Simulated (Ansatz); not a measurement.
# One crystal, many levels of theory: InF3 (R-3c)

Wanted: a ladder of band gaps for InF3 (R-3c), from density functionals to G0W0.

Main program and level: Ansatz 0.2.0; density functionals, hybrids and G0W0, plane waves, PAW.

## 1. Set-up

The structure is trigonal, space group R-3c (No. 167). Conventional cell: a = 5.410 Å, b = 5.410 Å, c = 14.378 Å, α = 90.00°, β = 90.00°, γ = 120.00°. Nearest to In lie 6 F at 2.05 Å. F has 2 In at 2.05 Å nearest. Farther neighbours and most contacts between anions are not listed.

The cell and positions come from the Crystallography Open Database and are kept as given unless a step says otherwise.

The logs state that the PAW files were generated under PBE.

## 2. LDA on the 6×6×6 mesh

Levels along a band path and on the mesh show where this functional puts the band edges.

This step: DFT, LDA, plane waves, PAW; PAW set soft_1.

The input, input.yaml:

```yaml
crystal:
  lattice:
    - [2.70515, 1.5618190807, 4.7925]
    - [-2.70515, 1.5618190807, 4.7925]
    - [0.0, -3.1236381614, 4.7925]
  atoms:
    - { symbol: In, position: [0.0, 0.0, 0.0] }
    - { symbol: In, position: [0.5, 0.5, 0.5] }
    - { symbol: F, position: [0.8584, 0.6416, 0.25] }
    - { symbol: F, position: [0.25, 0.8584, 0.6416] }
    - { symbol: F, position: [0.6416, 0.25, 0.8584] }
    - { symbol: F, position: [0.1416, 0.3584, 0.75] }
    - { symbol: F, position: [0.75, 0.1416, 0.3584] }
    - { symbol: F, position: [0.3584, 0.75, 0.1416] }
kpoints:
  mp_grid: { grid: [6, 6, 6] }
  band_path:
    path:
      - [[0.0, 0.0, 0.0], [0.5, 0.5, 0.5], [0.76253126, 0.23746874, 0.5]]
      - [[0.5, -0.23746874, 0.23746874], [0.5, 0.0, 0.0], [0.0, 0.0, 0.0], [0.36873437, -0.36873437, 0.0]]
      - [[0.63126563, 0.0, 0.36873437], [0.5, 0.0, 0.5], [0.0, 0.0, 0.0]]
    npoints: 10
hamiltonian:
  xc: lda
  pseudopotentials: { kind: paw, azcp: { folder: soft_1 }, xc_functional: pbe }
scf:
  occupations: { method: fermi_dirac, width: 0.02 }
  n_extra_bands: 6
output:
  eigenvalues: true
  write_density: true
  write_potential: true
  elf: true
  volumetric_format: npy
```

Launch:

```sh
$ ansatz run input.yaml --threads 4 --pin off --max-ram 138240MiB --backend cuda --events-out ev --progress --plain --runs-dir out --devices 1 --max-vram 26GiB
```

Numbers of over 12 decimals in the logs are rounded to 6 here.

Output:

```text
scf.n_extra_bands = 6 over 34 filled bands (N_el = 68.0): the run solves 40 bands
GPUs: using 1 of 1 available (devices: 1).
Engine: ansatz 0.2.0, x86_64-unknown-linux-gnu
Pseudopotentials: kind: paw
Pseudopotential: In, paw, valence charge 13, recommended cutoff 420 eV (normal), soft_1/In.paw.azcp
Pseudopotential: F, paw, valence charge 7, recommended cutoff 420 eV (normal), soft_1/F.paw.azcp
Functional definition: SPW92
  exchange = slater_x
  correlation = pw_c
device memory: the entry about to start is reckoned to put 2.3 GiB on a device that reports 58.0 GiB free (of which the cap on the GPU budget leaves the run 26.0 GiB)
GPU FFT provider: cuFFT
GPU libraries: cuBLAS 13.8.2, cuFFT 12.4.0, cuSOLVER 12.3.4
Crystal: 8 atoms, lattice volume = 121.489 Å³
Basis set: ecut = 420 eV, 2351 PW (Γ)
Bands: 40, of which v1, the nominal top of the filled ones, is band 34 counted from 1 (33 counted from 0)
Symmetry: 12 space group operations
Space group: R-3c (ITA 167), of the structure as read, at distance tolerance 5.0e-5 Å
k-points: 32 of 216
Non-local potential: In, projectors of the file, l = 0: 2, l = 1: 2, l = 2: 2, l = 3: 1
Non-local potential: F, projectors of the file, l = 0: 2, l = 1: 2, l = 2: 1
PAW form: soft (Blöchl's): semilocal exchange-correlation on the pseudo side does not see the compensation charge
PAW frozen core: In, regenerated for the run's functional, and the local potential with it (the file was generated under x = pbe(κ = 0.804, μ = 0.219515), c = pbe(β = 0.066725))
PAW frozen core: F, regenerated for the run's functional, and the local potential with it (the file was generated under x = pbe(κ = 0.804, μ = 0.219515), c = pbe(β = 0.066725))
PAW one-centre angular grid: In, 590 points (default); XC on 64 Gauss nodes
PAW one-centre angular grid: F, 110 points (default); XC on 64 Gauss nodes
Initial density: superposition of atomic densities (chi_scale 0.1, normalization cell, long waves kept (reshape's long-wave potential 0.04 eV rms))
Initial wavefunctions: pseudopotential atomic-orbital guess
GPU buffer pool allocated for 64000 grid points (all kernels)
GPU transforms: local potential and band sums: pruned to the plane-wave sphere, on 40×40×40
Functional: x = slater, c = lda
SCF iter   1: F=—  HF=-15684.045380 eV  |F-HF|=—  |Δ(HF+E_count)|=         —  Δρ=1.05e-1  dr2=9.85e0  ethr=3.10e-3  ⟨swp⟩=6.3  Hψ=5164  notcnv=0
preconditioner: auto → Resta (q_TF=auto, 2.477 Å⁻¹)  ε∞=3.4  [insulator: Δε(μ)=3.117 eV  Ē_g=17.805 eV  σ=0.020 eV  W_gap=1.00  n_scr=26 (ndim 8)  ℏωp=27.8 eV  f_vac=0.163  D(μ)=0.00/eV (n_scr^D=0)  ε∞_Penn≈3.4]
SCF iter   2: F=—  HF=-15680.643237 eV  |F-HF|=—  |Δ(HF+E_count)|=    3.40e0  Δρ=3.48e-2  dr2=1.31e0  ethr=3.10e-3  ⟨swp⟩=3.0  Hψ=3028  notcnv=0  defer=64
SCF iter   3: F=—  HF=-15680.123186 eV  |F-HF|=—  |Δ(HF+E_count)|=   5.20e-1  Δρ=1.27e-2  dr2=2.37e-1  ethr=1.92e-3  ⟨swp⟩=2.7  Hψ=2466  notcnv=0  defer=64
SCF iter   4: F=—  HF=-15679.993933 eV  |F-HF|=—  |Δ(HF+E_count)|=   1.29e-1  Δρ=2.60e-3  dr2=1.60e-2  ethr=3.48e-4  ⟨swp⟩=3.2  Hψ=2591  notcnv=0  defer=64
SCF iter   5: F=—  HF=-15679.989487 eV  |F-HF|=—  |Δ(HF+E_count)|=   4.45e-3  Δρ=9.17e-4  dr2=1.51e-3  ethr=2.35e-5  ⟨swp⟩=3.2  Hψ=2085  notcnv=0  defer=64
SCF iter   6: F=—  HF=-15679.989850 eV  |F-HF|=—  |Δ(HF+E_count)|=   3.62e-4  Δρ=1.49e-4  dr2=3.77e-5  ethr=2.21e-6  ⟨swp⟩=2.8  Hψ=2278  notcnv=0  defer=64
SCF iter   7: F=—  HF=-15679.989981 eV  |F-HF|=—  |Δ(HF+E_count)|=   1.31e-4  Δρ=4.82e-5  dr2=1.91e-6  ethr=5.54e-8  ⟨swp⟩=2.1  Hψ=1975  notcnv=0  defer=63
SCF iter   8: F=-15679.989982 eV  HF=-15679.989982 eV  |F-HF|=9.09e-8  |Δ(HF+E_count)|=   1.64e-6  Δρ=7.33e-6  dr2=6.72e-8  ethr=1.47e-10  ⟨swp⟩=9.1  Hψ=5209  notcnv=0
SCF 1 converged in 8 iterations: F = -15679.989982 eV  dr2 = 6.72e-8
[...]
device memory: the entry about to start is reckoned to put 4.8 GiB on a device that reports 56.8 GiB free (of which the cap on the GPU budget leaves the run 26.0 GiB)
NSCF: frozen V_eff on 73 k-points, pencils in batches of 32, up to order 176
SCF converged after 8 iterations
Free energy (F): -15679.989982 eV
Harris-Foulkes:  -15679.989982 eV  (|F-HF|=9.09e-8)
Internal energy: -15679.989982 eV  (E = F + TS)
E sigma→0 (E₀):  -15679.989982 eV
Fermi energy:    2.789166 eV
--- Per-component energies (eV) ---
  E_band       = -444.055913
  E_kinetic    = 1620.482117
  E_local      = -6670.391550  (includes V_loc(G=0)·N_el)
  E_nonlocal   = 1204.675884
  E_hartree    = 2587.577798
  E_xc         = -726.869919
  E_vxc        = -755.832312  (∫ρ·V_xc dr)
  E_paw        = -9303.677387  (= ΣΔE_a)
  E_vpaw       = -1018.160534  (= ΣTr[D̂ρ^β])
  E_aug_tail   = 0.005180  (compensation charges beyond the density's cutoff)
  E_ewald      = -4393.040685
  E_core_change = 1.248579  (= ΣΔE_core)
  E_smearing   = -0.000000  (= −TS)
  E_closure    = 0.000000  (closes the sum)
  Σ components = -15679.989982   (vs F -15679.989982, Δ=0.00e0)
--- Band table (eV; the first three rows and the last of 32) ---
  k-point 0: bands = [... 30 lower, 0.5642, 0.5642, 0.6121, 0.6121, 4.8883, 10.8300, 11.4255, 12.0961, ... 2 higher]
  k-point 1: bands = [... 30 lower, 0.4872, 0.5004, 0.5376, 0.5587, 5.2887, 10.1134, 11.6059, 11.7107, ... 2 higher]
  k-point 2: bands = [... 30 lower, 0.3001, 0.3446, 0.4695, 0.5120, 6.2790, 8.8745, 11.4639, 12.1274, ... 2 higher]
  k-point 31: bands = [... 30 lower, 0.4049, 0.4049, 0.4049, 0.4049, 7.4604, 7.4604, 12.1945, 12.1945, ... 2 higher]
```

The job ended after 6.9 s (1 × NVIDIA H100 80GB HBM3 (shared by 3 runs) with 4 threads of AMD EPYC 7R13 (Zen 3), shared host; peak memory 0.94 GiB).

In the SCF lines HF is the Harris–Foulkes energy and dr2 the Hartree energy of the density residual, in eV; the loop may stop once dr2 is under the threshold and the program's other checks hold. Hψ counts applications of the Hamiltonian.

This step gave:

```
filled bands         : 34
gap                  : 4.240 eV
valence top at       : F
conduction bottom at : Γ
least direct gap     : 4.276 eV
```

Over mesh and path the gap is 4.240 eV, from k = (0.500, 0.000, 0.500) to k = Γ. The least direct gap found is 4.276 eV, at k = Γ.

## 3. LDA+SOC on the 6×6×6 mesh

This run has two-component orbitals with spin-orbit coupling.

This step: DFT, LDA with spin-orbit coupling, plane waves, PAW; PAW set soft_1.

The input, input.yaml:

```yaml
crystal:
  lattice:
    - [2.70515, 1.5618190807, 4.7925]
    - [-2.70515, 1.5618190807, 4.7925]
    - [0.0, -3.1236381614, 4.7925]
  atoms:
    - { symbol: In, position: [0.0, 0.0, 0.0] }
    - { symbol: In, position: [0.5, 0.5, 0.5] }
    - { symbol: F, position: [0.8584, 0.6416, 0.25] }
    - { symbol: F, position: [0.25, 0.8584, 0.6416] }
    - { symbol: F, position: [0.6416, 0.25, 0.8584] }
    - { symbol: F, position: [0.1416, 0.3584, 0.75] }
    - { symbol: F, position: [0.75, 0.1416, 0.3584] }
    - { symbol: F, position: [0.3584, 0.75, 0.1416] }
kpoints:
  mp_grid: { grid: [6, 6, 6] }
  band_path:
    path:
      - [0.0, 0.0, 0.0]
      - [0.5, 0.5, 0.5]
      - [0.76253126, 0.23746874, 0.5]
      - [0.5, -0.23746874, 0.23746874]
      - [0.5, 0.0, 0.0]
      - [0.36873437, -0.36873437, 0.0]
      - [0.63126563, 0.0, 0.36873437]
      - [0.5, 0.0, 0.5]
    npoints: 1
hamiltonian:
  xc: lda
  pseudopotentials: { kind: paw_fr, azcp: { folder: soft_1 }, xc_functional: pbe }
scf:
  occupations: { method: fixed }
  n_extra_bands: 12
magnetization:
  noncollinear: true
  spin_orbit: true
output:
  eigenvalues: true
```

Output:

```text
[...]
GPUs: using 1 of 1 available (devices: 1).
[...]
non-collinear run that drives no moment, with spin-orbit: no starting moment large enough to seed its density (crystal.atoms[].spin), no starting occupations that ask for one, no magnetisation constraint and no magnetic field, so the semilocal B_xc is pinned to zero
[...]
GPU FFT provider: cuFFT
GPU libraries: cuBLAS 13.8.2, cuFFT 12.4.0, cuSOLVER 12.3.4
Crystal: 8 atoms, lattice volume = 121.489 Å³
Basis set: ecut = 420 eV, 2351 PW (Γ)
Bands: 80, of which v1, the nominal top of the filled ones, is band 68 counted from 1 (67 counted from 0)
Symmetry: 12 space group operations + 12 with time reversal
[...]
k-points: 32 of 216
Projection manifold: j_resolved (fully-relativistic pseudo-atomic orbitals)
[...]
GPU buffer pool allocated for 64000 grid points (all kernels)
[...]
site 3: m = (+0.0000, +0.0000, +0.0000) μB, |m| = 0.0000 μB  (R = 0.85 Å)
  site 4: m = (+0.0000, +0.0000, +0.0000) μB, |m| = 0.0000 μB  (R = 0.85 Å)
  site 5: m = (+0.0000, +0.0000, +0.0000) μB, |m| = 0.0000 μB  (R = 0.85 Å)
  site 6: m = (+0.0000, +0.0000, +0.0000) μB, |m| = 0.0000 μB  (R = 0.85 Å)
  site 7: m = (+0.0000, +0.0000, +0.0000) μB, |m| = 0.0000 μB  (R = 0.85 Å)
Free energy (F): -15683.659926 eV
[...]
Internal energy: -15683.659926 eV  (E = F + TS)
E sigma→0 (E₀):  -15683.659926 eV
Fermi energy:    0.651554 eV
[...]
--- Band table (eV; the first three rows and the last of 32) ---
  k-point 0: bands = [... 64 lower, 0.6165, 0.6165, 0.6213, 0.6213, 4.8908, 4.8908, 10.8325, 10.8325, ... 8 higher]
  k-point 1: bands = [... 64 lower, 0.5366, 0.5366, 0.5638, 0.5638, 5.2908, 5.2908, 10.1046, 10.1046, ... 8 higher]
  k-point 2: bands = [... 64 lower, 0.4686, 0.4686, 0.5134, 0.5134, 6.2799, 6.2799, 8.8699, 8.8699, ... 8 higher]
  k-point 31: bands = [... 64 lower, 0.4192, 0.4192, 0.4192, 0.4192, 7.4596, 7.4596, 7.4596, 7.4596, ... 8 higher]
[key lines of the parts left out:]
SCF converged after 8 iterations
Magnetization: |M| = 0.0000 μB,  M = (+0.0000, +0.0000, +0.0000) μB
```

Wall time 7.8 s (1 × NVIDIA H100 80GB HBM3 (shared by 3 runs) with 4 threads); peak memory 0.93 GiB.

Numbers from this step:

```
gap                  : 4.239 eV
valence top at       : F
conduction bottom at : Γ
least direct gap     : 4.269 eV
```

Over mesh and listed points the gap is 4.239 eV, from k = (0.500, 0.000, 0.500) to k = Γ. The least direct gap found is 4.269 eV, at k = Γ. LDA+SOC against LDA: 4.239 − 4.240 = −0.001 eV, with the same mesh, set of files (read in its fully relativistic form for the spin-orbit run) and cutoff, and both edges at the same k points. The spin-orbit run sees mesh and listed points alone, so its gap is an upper bound: the coupling can move an edge off these points, and the change over the zone, its sign included where it is small, is not known.

## 4. HSE06 on the 4×4×4 mesh

HSE06 mixes in a quarter of exact exchange at short range.

This step: DFT, HSE06, plane waves, PAW; PAW set soft_1.

input.yaml: that of step 3 with these lines changed.

```diff
@@ -15,3 +15,3 @@
 kpoints:
-  mp_grid: { grid: [6, 6, 6] }
+  mp_grid: { grid: [4, 4, 4] }
   band_path:
@@ -28,11 +28,12 @@
 hamiltonian:
-  xc: lda
-  pseudopotentials: { kind: paw_fr, azcp: { folder: soft_1 }, xc_functional: pbe }
+  xc: hse06
+  pseudopotentials: { kind: paw, azcp: { folder: soft_1 } }
 scf:
   occupations: { method: fixed }
-  n_extra_bands: 12
-magnetization:
-  noncollinear: true
-  spin_orbit: true
+  n_extra_bands: 6
 output:
   eigenvalues: true
+  write_density: true
+  write_potential: true
+  elf: true
+  volumetric_format: npy
```

Output:

```text
[...]
GPUs: using 1 of 1 available (devices: 1).
[...]
davidson cushion auto → on  (no smearing: the cushion is to keep the highest requested band from converging to the state above it; pin scf.eigensolver.cushion to override)
[...]
GPU FFT provider: cuFFT
GPU libraries: cuBLAS 13.8.2, cuFFT 12.4.0, cuSOLVER 12.3.4
Crystal: 8 atoms, lattice volume = 121.489 Å³
Basis set: ecut = 420 eV, 2351 PW (Γ)
[...]
Fermi energy:    -0.430993 eV
[...]
--- Band table (eV; the first three rows and the last of 13) ---
  k-point 0: bands = [... 30 lower, -0.7752, -0.7752, -0.4392, -0.4392, 6.1452, 12.6127, 12.8669, 13.4520, ... 2 higher]
  k-point 1: bands = [... 30 lower, -0.8544, -0.8064, -0.7283, -0.6714, 7.0035, 11.0932, 12.8734, 13.4237, ... 2 higher]
  k-point 2: bands = [... 30 lower, -0.9761, -0.9761, -0.8520, -0.8520, 8.9318, 8.9318, 13.0772, 13.0772, ... 2 higher]
  k-point 12: bands = [... 30 lower, -0.8933, -0.8933, -0.8933, -0.8933, 8.8200, 8.8200, 13.6325, 13.6325, ... 2 higher]
[key lines of the parts left out:]
Free energy (F): -16056.289891 eV
```

The job ended after 19 s (1 × NVIDIA H100 80GB HBM3 (shared by 3 runs) with 4 threads; peak memory 1.4 GiB).

This step gave:

| Property | Result |
| --- | --- |
| gap | 6.576 eV |
| valence top at | F |
| conduction bottom at | Γ |
| least direct gap | 6.584 eV |
| exact-exchange fraction | 0.25 |

Over mesh and listed points the gap is 6.576 eV, from k = (0.500, 0.000, 0.500) to k = Γ. The least direct gap found is 6.584 eV, at k = Γ. HSE06 against LDA: 6.576 − 4.240 = +2.336 eV. The runs also differ in mesh (6×6×6 and 4×4×4), so how much of this comes from the functional alone is not known.

## 5. HSE06+SOC on the 4×4×4 mesh

This step: DFT, HSE06 with spin-orbit coupling, plane waves, PAW; PAW set soft_1.

input.yaml: that of step 4 with these lines changed.

```diff
@@ -29,6 +29,9 @@
   xc: hse06
-  pseudopotentials: { kind: paw, azcp: { folder: soft_1 } }
+  pseudopotentials: { kind: paw_fr, azcp: { folder: soft_1 } }
 scf:
   occupations: { method: fixed }
-  n_extra_bands: 6
+  n_extra_bands: 12
+magnetization:
+  noncollinear: true
+  spin_orbit: true
 output:
```

Output:

```text
[...]
GPUs: using 1 of 1 available (devices: 1).
[...]
GPU FFT provider: cuFFT
GPU libraries: cuBLAS 13.8.2, cuFFT 12.4.0, cuSOLVER 12.3.4
Crystal: 8 atoms, lattice volume = 121.489 Å³
Basis set: ecut = 420 eV, 2351 PW (Γ)
Bands: 80, of which v1, the nominal top of the filled ones, is band 68 counted from 1 (67 counted from 0)
Symmetry: 12 space group operations + 12 with time reversal
[...]
--- Band table (eV; the first three rows and the last of 13) ---
  k-point 0: bands = [... 64 lower, -0.4337, -0.4337, -0.4322, -0.4322, 6.1464, 6.1464, 12.6145, 12.6145, ... 8 higher]
  k-point 1: bands = [... 64 lower, -0.7242, -0.7242, -0.6652, -0.6652, 7.0040, 7.0040, 11.0848, 11.0848, ... 8 higher]
  k-point 2: bands = [... 64 lower, -0.8496, -0.8496, -0.8496, -0.8496, 8.9298, 8.9298, 8.9298, 8.9298, ... 8 higher]
  k-point 12: bands = [... 64 lower, -0.8736, -0.8736, -0.8736, -0.8736, 8.8184, 8.8184, 8.8184, 8.8184, ... 8 higher]
[key lines of the parts left out:]
Magnetization: |M| = 0.0000 μB,  M = (+0.0000, +0.0000, +0.0000) μB
Free energy (F): -16052.387784 eV
Fermi energy:    -0.425385 eV
```

It took 50 s on 1 × NVIDIA H100 80GB HBM3 (shared by 3 runs) with 4 threads; peak memory 2.3 GiB.

Numbers from this step:

```yaml
gap: 6.572 eV
valence_top_at: F
conduction_bottom_at: Γ
least_direct_gap: 6.579 eV
exact_exchange_fraction: 0.25
```

Over mesh and listed points the gap is 6.572 eV, from k = (0.500, 0.000, 0.500) to k = Γ. The least direct gap found is 6.579 eV, at k = Γ. HSE06+SOC against HSE06: 6.572 − 6.576 = −0.004 eV, with the same mesh, set of files (read in its fully relativistic form for the spin-orbit run) and cutoff, and both edges at the same k points. The spin-orbit run sees mesh and listed points alone, so its gap is an upper bound: the coupling can move an edge off these points, and the change over the zone, its sign included where it is small, is not known.

## 6. G0W0@LDA, 4×4×4 mesh, 2043 empty bands, screening to 380 eV, hard PAW files

G0W0 replaces the xc potential by a self-energy built once from the orbitals of the start. Levels are corrected in the window of bands that the input names, at points of the mesh.

This step: G0W0 on LDA, plane waves, PAW.

The input, input.yaml:

```yaml
crystal:
  lattice:
    - [2.70515, 1.5618190807, 4.7925]
    - [-2.70515, 1.5618190807, 4.7925]
    - [0.0, -3.1236381614, 4.7925]
  atoms:
    - { symbol: In, position: [0.0, 0.0, 0.0] }
    - { symbol: In, position: [0.5, 0.5, 0.5] }
    - { symbol: F, position: [0.8584, 0.6416, 0.25] }
    - { symbol: F, position: [0.25, 0.8584, 0.6416] }
    - { symbol: F, position: [0.6416, 0.25, 0.8584] }
    - { symbol: F, position: [0.1416, 0.3584, 0.75] }
    - { symbol: F, position: [0.75, 0.1416, 0.3584] }
    - { symbol: F, position: [0.3584, 0.75, 0.1416] }
kpoints:
  mp_grid: { grid: [4, 4, 4] }
hamiltonian:
  xc: lda
  pseudopotentials: { kind: paw, source: ansatz }
scf:
  occupations: { method: fixed }
gw:
  n_empty_bands: 2043
  ecut_chi: 380
  qp_bands: [v2, c2]
  qp_kpoints: band_edges
  screening: { model: contour_deformation }
```

Output:

```text
GPUs: using 1 of 1 available (devices: 1).
[...]
GPU FFT provider: cuFFT
GPU libraries: cuBLAS 13.8.2, cuFFT 12.4.0, cuSOLVER 12.3.4
Crystal: 8 atoms, lattice volume = 121.489 Å³
Basis set: ecut = 1050 eV, 9403 PW (Γ)
Bands: 51, of which v1, the nominal top of the filled ones, is band 42 counted from 1 (41 counted from 0)
Symmetry: 12 space group operations
[...]
k-points: 13 of 64
[...]
8    41      1.2420   -32.0193     5.4879   -24.1071  0.7642    -1.2823    -1.1823  root ?
[...]
12    41      1.2044   -31.9596     5.4348   -24.1202  0.7645    -1.2976    -1.2001  root
    12    42      1.2044   -31.9596     5.4348   -24.1202  0.7645    -1.2976    -1.2001  root
    12    43      8.2578   -12.7258    -3.9143   -18.3236  0.8379     9.9654     9.9412  root
    12    44      8.2578   -12.7258    -3.9143   -18.3236  0.8379     9.9654     9.9412  root
[key lines of the parts left out:]
SCF converged after 9 iterations
Free energy (F): -22418.505247 eV
Fermi energy:    1.446932 eV
```

Elapsed: 4.7 min, on 1 × NVIDIA H100 80GB HBM3 (shared by 3 runs) with 4 threads; peak memory 16 GiB; 9.6 min of CPU time.

Numbers from this step:

```
bands summed                                    : 2085
RPA ε∞ on this mesh (eigenvalues)               : 2.254, 2.254, 2.301
plane waves in the screening matrix             : 2049
G0W0 gap over the corrected points              : 7.874 eV
k of the valence top                            : 0, 0.25, 0.25
k of the conduction bottom                      : 0, 0, 0
starting gap on the mesh                        : 4.236 eV
Z at the valence top                            : 0.7809
Z at the conduction bottom                      : 0.8564
least direct G0W0 gap over the corrected points : 7.881 eV
```

Over all 13 irreducible mesh points the G0W0 gap is 7.874 eV, from k = (0.000, 0.250, 0.250) to k = Γ. The LDA gap of this run on the mesh is 4.236 eV. Other states bound it: the two that bound the G0W0 gap lie 4.266 eV apart in LDA, so state for state the correction is 7.874 − 4.266 = +3.608 eV, while gap against gap it is 7.874 − 4.236 = +3.638 eV. The program marks 2 of the 52 corrected levels as in doubt (energies apart), neither edge state among them.

(Continued in part 2 of 2.)

[Paths, hosts, dates, memory and timing lines, banners, echoed tables and standing remarks are left out of the program output.]

[Logs are printed without paths, hosts, clocks, repeated set-up lines and the standing remarks that a program may print on its own settings, such as how far it seeks lower states.]

[Runs of the session that timed out or met a known fault of the program may be left out.]

[Cells called generated may have been cut or substituted from an entry of the Crystallography Open Database or the Materials Project.]

[Hosts, paths, dates, database ids (printed as entryN), source tags and the programs' standing remarks are cut or masked in the printed files.]

[Where an RPA ε∞ is given, it is that of the G0W0 mesh and is not shown converged in it. Names of k-points follow the symmetry that the program found, which can be lower than the space group named. Band edges on a path are those of the sampled points; other points can move an edge, and change direct to indirect where valleys lie close.]

[Hybrid gaps are those of their k-mesh and are not shown converged in it.]
